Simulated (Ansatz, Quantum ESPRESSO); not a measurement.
## CoSi2 (fluorite): bulk modulus from a few volumes

How stiff is fluorite CoSi2 under hydrostatic load? Each row scales the relaxed cell evenly and relaxes the atoms. The phase is followed to these pressures whether or not it stays the stable one.

Calculated with Ansatz 0.2.0, r2SCAN, PAW files of the set soft_1, cutoff 600 eV, Fermi–Dirac smearing 0.05 eV, k-mesh 14×14×14, no spin polarisation, no spin-orbit coupling.

Reference cell, relaxed at zero pressure with r2SCAN (Fm-3m): a = 3.7582 Å, b = 3.7582 Å, c = 3.7582 Å, α = 60.00°, β = 60.00°, γ = 60.00°.

```csv
atom,x,y,z
Co,0.0000,0.0000,0.0000
Si,0.2500,0.2500,0.2500
Si,0.7500,0.7500,0.7500
```

| V (Å³/atom) | V/V0 | P (GPa) | E − E0 (meV/atom) |
| --- | --- | --- | --- |
| 11.7604 | 0.9400 | 14.005 | 31.0 |
| 12.0106 | 0.9600 | 8.816 | 13.3 |
| 12.2608 | 0.9800 | 4.165 | 3.2 |
| 13.0115 | 1.0400 | −7.077 | 11.5 |
| 13.2617 | 1.0600 | −10.066 | 24.9 |

V0 = 12.5110 Å³ an atom, where the residual pressure P0 is −0.003 GPa. **Question.** Fit the Birch–Murnaghan law and give the pressure and the energy at V = 12.7613 Å³ an atom, a row left out above.

With the Eulerian strain f = ½[(V0/V)^(2/3) − 1] and F = (P − P0)/[3f(1 + 2f)^(5/2)], the third-order law is the line F = B0 + (3/2) B0 (B′ − 4) f.

```
       f  F (GPa)
 0.02105   200.04
 0.01379   199.11
 0.00678   198.15
−0.01291   195.05
−0.01905   194.02
```

A straight line through the 5 rows: the means are 0.001932 for f and 197.27 for F, Σ(Δx)² = 0.00119 and ΣΔxΔy = 0.1802, so the slope is 0.1802/0.00119 = 151.4 and the intercept 197.27 − (151.4)(0.001932) = 196.98.

Hence B0 = 197.0 GPa and B′ = 4 + (151.4)/(1.5 × 197.0) = 4.51. For the withheld volume f = −0.00656, F = 195.99 GPa and P = −3.73 GPa. The run itself gives −3.74 GPa, so the estimate misses by 0.01 GPa, a rounding's worth.

Integrating the same law gives E − E0 = (9/2) B0 V0 f²[1 + (B′ − 4) f] + P0(V0 − V), with 1 GPa Å³ = 6.2415 meV: 3.0 meV an atom. The run itself gives 3.0 meV, so the estimate misses by 0.0 meV, a rounding's worth.

The same fit over all rows at other levels or in other programs gives B0 = 194 GPa with PBEsol (Ansatz), 195 GPa with PBEsol (Quantum ESPRESSO, GBRV) and 196 GPa with PBEsol (Quantum ESPRESSO, PseudoDojo).

[Logs are printed without paths, hosts, clocks, repeated set-up lines and the standing remarks that a program may print on its own settings, such as how far it seeks lower states.]
